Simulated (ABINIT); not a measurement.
# TiO2 (Rutile): G0W0 with ABINIT, start to end, part 3 of 3

How does a plane-wave GW calculation on TiO2 (Rutile) run from the first input to the gap?

ABINIT 10.8.3; LDA and many-body steps on it, plane waves. Known limits of the many-body steps: not at the basis limit; coarse k mesh.

So far. Step 4 (Empty states on the mesh, 2×2×4 mesh, 165 bands): On this mesh the gap is 1.836 eV. Step 5 (Screening, 2×2×4 mesh, 157 bands, screening to 130.6 eV): Local fields lower ε∞ by 4 %. On a Γ-centred mesh this coarse the value itself is usually too large, while a short band sum pulls it down.

## Step 6: Self-energy, 2×2×4 mesh, 157 bands, screening to 130.6 eV

The self-energy is evaluated for the states that the input lists, and the levels follow from it, in one-shot runs by the linearised quasiparticle equation.

This step: G0W0 on LDA, plane waves, norm-conserving pseudopotentials.

run.abi

```
acell 3*1.0 Angstrom
rprim 
  4.592200000000 0.000000000000 0.000000000000
  0.000000000000 4.592200000000 0.000000000000
  0.000000000000 0.000000000000 2.957400000000
ntypat 2
znucl 22 8
natom 6
typat 1 1 2 2 2 2
xred 
  0.000000000000 0.000000000000 0.000000000000
  0.500000000000 0.500000000000 0.500000000000
  0.304960000000 0.304960000000 0.000000000000
  0.195040000000 0.804960000000 0.500000000000
  0.695040000000 0.695040000000 0.000000000000
  0.804960000000 0.195040000000 0.500000000000
pp_dirpath "pseudos"
pseudos "Ti.upf, O.upf"
ecut 38
ngkpt 2 2 4
nshiftk 1
shiftk 0 0 0
kptopt 1
chksymbreak 0
istwfk *1
occopt 1
irdwfk 1
optdriver 4
nband 157
gwcalctyp 0
ecutsigx 38
symsigma 1
nkptgw 9
kptgw 
  0.0000000000 0.0000000000 0.0000000000
  0.5000000000 0.0000000000 0.0000000000
  0.5000000000 0.5000000000 0.0000000000
  0.0000000000 0.0000000000 0.2500000000
  0.5000000000 0.0000000000 0.2500000000
  0.5000000000 0.5000000000 0.2500000000
  0.0000000000 0.0000000000 0.5000000000
  0.5000000000 0.0000000000 0.5000000000
  0.5000000000 0.5000000000 0.5000000000
bdgw 
  13 30
  13 30
  13 30
  13 30
  13 30
  13 30
  13 30
  13 30
  13 30
ecuteps 4.8
irdscr 1
ppmodel 1
indata_prefix "in"
outdata_prefix "out"
tmpdata_prefix "tmp"
```

The run is started by

```
$ OMP_NUM_THREADS=1 mpirun -n 4 abinit run.abi > log
```

Numbers of over 12 decimals in the logs are rounded to 6 here.

The program printed:

```text
.Version 10.8.3 of ABINIT. v10.8.2 released Aug 2026.

 Symmetries : space group P4_2/m n m (#136); Bravais tP (primitive tetrag.)
[... echo of the input left out ...]
== DATASET  1 ==================================================================
-   mpi_nproc: 4, omp_nthreads: 1 (-1 if OMP is not activated)

--- !DatasetInfo
iteration_state: {dtset: 1, }
dimensions: {natom: 6, nkpt: 9, mband: 157, nsppol: 1, nspinor: 1, nspden: 1, mpw: 4748, }
cutoff_energies: {ecut:  38.0, pawecutdg:  -1.0, }
electrons: {nelect:   4.80000000E+01, charge:   0.00000000E+00, occopt:   1.00000000E+00, tsmear:   1.00000000E-02, }

 SIGMA: Calculation of the GW corrections

 Based on a program developped by R.W. Godby, V. Olevano, G. Onida, and L. Reining.
 Incorporated in ABINIT by V. Olevano, G.-M. Rignanese, and M. Torrent.
.Using double precision arithmetic ; gwpc =  8

[... cell and pseudopotentials left out ...]
--------------------------------------------------------------------------------

 ==== K-mesh for the wavefunctions ====
 Number of points in the irreducible wedge :     9
[... list of points left out ...]
 Together with 16 symmetry operations and time-reversal symmetry
 yields    16 points in the full Brillouin Zone.

 ==== Q-mesh for screening function ====
 Number of points in the irreducible wedge :     9
[... list of points left out ...]
 Together with 16 symmetry operations and time-reversal symmetry
 yields    16 points in the full Brillouin Zone.

 vcoul_init : cutoff-mode = AUXILIARY_FUNCTION
 q-points for optical limit:   1
     1)      0.000010    0.000020    0.000030
 setmesh: FFT mesh size selected  =    50x   50x   32
          total number of points  =        80000

 Number of electrons calculated from density =   48.0000; Expected =   48.0000
 average of density, n =  0.114049
 r_s =    1.2792
 omega_plasma =   32.5763 [eV]

 === KS Band Gaps ===
  >>>> For spin  1
   Minimum direct gap =   1.8359 [eV], located at k-point      :   0.0000  0.0000  0.0000
   Fundamental gap    =   1.8359 [eV], Top of valence bands at :   0.0000  0.0000  0.0000
                                       Bottom of conduction at :   0.0000  0.0000  0.0000
 SIGMA fundamental parameters:
 PLASMON POLE MODEL  1
 number of plane-waves for SigmaX                 4679
 number of plane-waves for SigmaC and W            201
 number of plane-waves for wavefunctions          4679
 number of bands                                   157
 number of independent spin polarizations            1
 number of spinorial components                      1
 number of k-points in IBZ                           9
 number of q-points in IBZ                           9
 number of symmetry operations                      16
 number of k-points in BZ                           16
 number of q-points in BZ                           16
 number of frequencies for dSigma/dE                 9
 frequency step for dSigma/dE [eV]                0.25
 number of omega for Sigma on real axis              0
 max omega for Sigma on real axis  [eV]           0.00
 zcut for avoiding poles [eV]                     0.10

 EPSILON^-1 parameters (SCR file):
 dimension of the eps^-1 matrix on file            201
 dimension of the eps^-1 matrix used               201
 number of plane-waves for wavefunctions          4679
 number of bands                                   157
 number of q-points in IBZ                           9
 number of frequencies                               2
 number of real frequencies                          1
 number of imag frequencies                          1

 matrix elements of self-energy operator (all in [eV])

 Perturbative Calculation

--- !SelfEnergy_ee
iteration_state: {dtset: 1, }
kpoint     : [   0.000,    0.000,    0.000, ]
spin       : 1
KS_gap     :    1.836
QP_gap     :    3.356
Delta_QP_KS:    1.520
data: !SigmaeeData |
     Band     E0 <VxcDFT>   SigX SigC(E0)      Z dSigC/dE  Sig(E)    E-E0       E
       13  -0.600 -17.610 -23.331   5.401   0.755  -0.324 -17.852  -0.242  -0.841
       14  -0.161 -18.897 -24.084   5.134   0.751  -0.331 -18.936  -0.039  -0.200
       15   0.225 -15.910 -21.508   5.271   0.756  -0.322 -16.157  -0.247  -0.022
       16   1.396 -19.541 -24.543   5.003   0.758  -0.319 -19.540   0.000   1.397
       17   1.396 -19.541 -24.543   5.003   0.758  -0.319 -19.540   0.000   1.397
       18   2.664 -18.621 -24.037   5.153   0.766  -0.305 -18.823  -0.202   2.462
       19   2.664 -18.621 -24.037   5.153   0.766  -0.305 -18.823  -0.202   2.462
       20   3.249 -19.511 -24.798   5.074   0.771  -0.298 -19.675  -0.164   3.085
       21   4.540 -20.558 -25.365   4.808   0.773  -0.294 -20.557   0.001   4.541
       22   4.794 -20.420 -25.100   4.754   0.770  -0.298 -20.363   0.057   4.850
[...]
--- !SelfEnergy_ee
iteration_state: {dtset: 1, }
kpoint     : [   0.500,    0.000,    0.000, ]
spin       : 1
KS_gap     :    3.262
QP_gap     :    4.814
Delta_QP_KS:    1.551
data: !SigmaeeData |
     Band     E0 <VxcDFT>   SigX SigC(E0)      Z dSigC/dE  Sig(E)    E-E0       E
[...]
--- !SelfEnergy_ee
iteration_state: {dtset: 1, }
kpoint     : [   0.500,    0.500,    0.000, ]
spin       : 1
KS_gap     :    2.957
QP_gap     :    4.569
Delta_QP_KS:    1.612
data: !SigmaeeData |
     Band     E0 <VxcDFT>   SigX SigC(E0)      Z dSigC/dE  Sig(E)    E-E0       E
[...]
--- !SelfEnergy_ee
iteration_state: {dtset: 1, }
kpoint     : [   0.000,    0.000,    0.250, ]
spin       : 1
KS_gap     :    2.678
QP_gap     :    4.215
Delta_QP_KS:    1.538
data: !SigmaeeData |
     Band     E0 <VxcDFT>   SigX SigC(E0)      Z dSigC/dE  Sig(E)    E-E0       E
[...]
--- !SelfEnergy_ee
iteration_state: {dtset: 1, }
kpoint     : [   0.500,    0.000,    0.250, ]
spin       : 1
KS_gap     :    3.400
QP_gap     :    4.940
Delta_QP_KS:    1.540
data: !SigmaeeData |
     Band     E0 <VxcDFT>   SigX SigC(E0)      Z dSigC/dE  Sig(E)    E-E0       E
[...]
--- !SelfEnergy_ee
iteration_state: {dtset: 1, }
kpoint     : [   0.500,    0.500,    0.250, ]
spin       : 1
KS_gap     :    4.042
QP_gap     :    5.762
Delta_QP_KS:    1.720
data: !SigmaeeData |
     Band     E0 <VxcDFT>   SigX SigC(E0)      Z dSigC/dE  Sig(E)    E-E0       E
[...]
--- !SelfEnergy_ee
iteration_state: {dtset: 1, }
kpoint     : [   0.000,    0.000,    0.500, ]
spin       : 1
KS_gap     :    4.407
QP_gap     :    6.023
Delta_QP_KS:    1.616
data: !SigmaeeData |
     Band     E0 <VxcDFT>   SigX SigC(E0)      Z dSigC/dE  Sig(E)    E-E0       E
[...]
--- !SelfEnergy_ee
iteration_state: {dtset: 1, }
kpoint     : [   0.500,    0.000,    0.500, ]
spin       : 1
KS_gap     :    2.909
QP_gap     :    4.471
Delta_QP_KS:    1.562
data: !SigmaeeData |
     Band     E0 <VxcDFT>   SigX SigC(E0)      Z dSigC/dE  Sig(E)    E-E0       E
[...]
--- !SelfEnergy_ee
iteration_state: {dtset: 1, }
kpoint     : [   0.500,    0.500,    0.500, ]
spin       : 1
KS_gap     :    3.249
QP_gap     :    4.755
Delta_QP_KS:    1.505
data: !SigmaeeData |
     Band     E0 <VxcDFT>   SigX SigC(E0)      Z dSigC/dE  Sig(E)    E-E0       E
[...]
26   7.819 -20.256 -12.445  -5.844   0.769  -0.301 -18.744   1.512   9.331
       27   8.456 -20.675 -12.675  -5.954   0.762  -0.312 -19.116   1.559  10.015
       28   8.456 -20.675 -12.675  -5.954   0.762  -0.312 -19.116   1.559  10.015
       29   8.457 -21.511 -12.207  -6.983   0.758  -0.319 -19.752   1.760  10.217
       30   8.457 -21.511 -12.207  -6.983   0.758  -0.319 -19.752   1.760  10.217

 New Fermi energy :        2.569643E-01 Ha ,    6.992355E+00 eV

 === QP Band Gaps ===
  >>>> For spin  1
   Minimum direct gap =   3.3557 [eV], located at k-point      :   0.0000  0.0000  0.0000
   Fundamental gap    =   3.2942 [eV], Top of valence bands at :   0.0000  0.0000  0.0000
                                       Bottom of conduction at :   0.5000  0.0000  0.5000

== END DATASET(S) ==============================================================
================================================================================

 -outvars: echo values of variables after computation  --------
           etotal      0.0000000000E+00
            nband         157
             nkpt           9
          spgroup         136
 [... the other variables as echoed above ...]

 Calculation completed.
```

Elapsed: 2.2 min, on 4 MPI ranks of Arm Neoverse V2, shared host; peak memory 1.5 GiB.

Numbers from this step:

| Property | Result |
| --- | --- |
| G0W0 gap on the mesh | 3.294 eV |
| starting gap on the mesh | 1.836 eV |
| k of the valence top | 0, 0, 0 |
| k of the conduction bottom | 0.5, 0, 0.5 |
| Z at the valence top | 0.765 |
| Z at the conduction bottom | 0.778 |
| least direct G0W0 gap on the computed points | 3.356 eV |

The gap on the mesh goes from 1.84 eV to 3.29 eV, a correction of +1.46 eV.

Limits: finite bands, cutoff and mesh; coarse k mesh. v1 is the top filled band, c1 the lowest empty one. The levels before and after the correction (eV, zero at the valence-band top of each column):

```csv
,conduction bottom,valence top
Kohn-Sham,1.84,0.00
G0W0,3.29,0.00
```

```csv
,level,energy (eV)
Kohn-Sham,Γ v3-v2,-0.458
Kohn-Sham,Γ v1,0.000
Kohn-Sham,Γ c1,1.836
Kohn-Sham,Γ c2,2.119
Kohn-Sham,Γ c3,2.388
Kohn-Sham,(0.5 0 0.5) v3,-2.080
Kohn-Sham,(0.5 0 0.5) v2-v1,-1.049
Kohn-Sham,(0.5 0 0.5) c1-c2,1.860
Kohn-Sham,(0.5 0 0.5) c3,3.186
G0W0,Γ v3-v2,-0.495
G0W0,Γ v1,0.000
G0W0,Γ c1,3.356
G0W0,Γ c2,3.564
G0W0,Γ c3,3.887
G0W0,(0.5 0 0.5) v3,-2.179
G0W0,(0.5 0 0.5) v2-v1,-1.177
G0W0,(0.5 0 0.5) c1-c2,3.294
G0W0,(0.5 0 0.5) c3,4.843
```

## Step 7: Where the time went

Times are wall times on 4 MPI ranks of Arm Neoverse V2, shared host, good to a factor of about two.

```csv
step,time,share,memory (GiB)
ground state,50 s,12 %,0.36
bands along the symmetry lines,40 s,9 %,0.45
empty states on the mesh,2.7 min,37 %,5.0
screening,53 s,12 %,1.5
self-energy,2.2 min,30 %,1.5
```

## Step 8: Summary of results

```json
{
  "LDA gap": "1.84 eV, direct",
  "G0W0 gap on the mesh": "3.29 eV",
  "GW settings": "2×2×4 mesh, 157 bands, screening to 130.6 eV, Godby-Needs plasmon pole",
  "known limits": "not at the basis limit; coarse k mesh"
}
```

What this shows: G0W0 moves the gap on the mesh from 1.84 eV to 3.29 eV (+1.46 eV), with Z of 0.77 and 0.78 at the edges. Local fields lower the RPA ε∞ on this mesh from 9.76 to 9.33; a Γ-centred mesh this coarse tends to raise both, most where the direct gap is narrow, while a short band sum lowers them. G0W0 makes the gap indirect: the least direct gap computed is 3.36 eV. Against experiment, by G0W0@LDA: the gap of 3.29 eV lies +0.24 eV from the measured 3.05 eV (kind not stated, quoted 2021); the gap of 3.29 eV lies +0.20 eV from the measured 3.09 ± 0.06 eV (indirect, on SiO2 (quartz particles), 2024); the gap of 3.29 eV lies +0.01 eV from the measured 3.28 eV (optical, 2023); the gap of 3.29 eV lies +0.26 eV from the measured 3.03 eV (kind not stated, quoted 2016). An exciton line or allowed optical edge lies below the quasiparticle gap by the binding energy; a forbidden edge can push the onset above it. The calculation has static nuclei and no excitons; a measured gap holds zero-point and thermal motion, which mostly lowers it. Bands and cutoff are finite, so the gap is not at the basis limit. The miss can reach some tenths of an eV and take either sign; the mesh is an error of its own. The 2×2×4 mesh is coarse for this cell, which bears on the long-range parts of exchange and screening.

[Paths, hosts, dates, memory and timing lines, banners, echoed tables and standing remarks are left out of the program output.]

[Logs are printed without paths, hosts, clocks, repeated set-up lines and the standing remarks that a program may print on its own settings, such as how far it seeks lower states.]

[Runs of the session that timed out or met a known fault of the program may be left out.]

[Hosts, paths, dates, database ids (printed as entryN), source tags and the programs' standing remarks are cut or masked in the printed files.]

[G0W0 gaps are taken among the corrected bands and points alone; a level outside them can change the order at an edge.]

[Where Ansatz stands beside ABINIT at settings called matched, ABINIT's density can come from a denser mesh and the files from another edition; pairs whose starting gaps differed by over 0.03 eV were left out, so agreement reads better than it is.]
